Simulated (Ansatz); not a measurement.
# K (Im-3m): the Drude term of Re ε in the infrared

Re ε of K (Im-3m) at low photon energies is read from one computed spectrum; the carriers' damping was typed as γ = 0.05 eV.

Symmetry: Im-3m, No. 229, cubic system. The conventional cell has a = 5.225 Å, b = 5.225 Å, c = 5.225 Å, α = 90.00°, β = 90.00°, γ = 90.00°.

Method: Ansatz 0.2.0, PBE, independent particles, k-mesh 10×10×10 with interpolation inside its cells, Gaussian parameter 0.15 eV.

Launch of the response step: `ansatz run input.yaml --threads 4 --pin off --max-ram 8192MiB --backend cpu --events-out ev --progress --plain --runs-dir out`. The run took 4 s, on 4 threads of Intel(R) Xeon(R) 6975P-C (Granite Rapids), with other jobs on the host.

```
photon energy E (eV)  wavelength (µm)    Re ε
                0.25             4.96       ?
                0.30             4.13  -190.9
                0.35             3.54  -140.9
                0.40             3.10  -108.0
                0.50             2.48   -69.0
                0.60             2.07   -47.6
                0.70             1.77   -34.7
```

A Drude term over a constant background gives Re ε = ε_b − ωp²/(E² + γ²), linear in 1/(E² + γ²).

Working, on the rows shown:

| x = 1/(E² + γ²) (eV⁻²) | y = Re ε |
| --- | --- |
| 10.8108 | -190.9 |
| 8 | -140.9 |
| 6.15385 | -108 |
| 3.9604 | -69 |
| 2.75862 | -47.6 |
| 2.03046 | -34.7 |

Means: x̄ = 5.619, ȳ = -98.517. Σ(x − x̄)(y − ȳ) = -1009, Σ(x − x̄)² = 56.72. Slope = -1009 / 56.72 = -17.79; intercept = ȳ − slope · x̄ = 1.4628. The line misses the rows shown by at most 0.035.

Question: What does the fit predict for the withheld row, and how well does it do?

Answer: At x = 15.385 the line gives y = -272.28. The run gave -272.2, so the extrapolation is off by 0.076, 0.0 % of the range in the table.

Refitted with all rows, the slope is -17.79 and the intercept 1.4414. These give ωp = √(−slope) = 4.22 eV, against 4.22 eV from the program's Fermi-surface sum, and a background ε_b = 1.4 from interband transitions. The cell comes from an older database entry, whose edges can be off by a per cent or so. The values come from a sum over the points of one k-mesh and carry its error, which is largest for Fermi-surface quantities.

[Logs are printed without paths, hosts, clocks, repeated set-up lines and the standing remarks that a program may print on its own settings, such as how far it seeks lower states.]
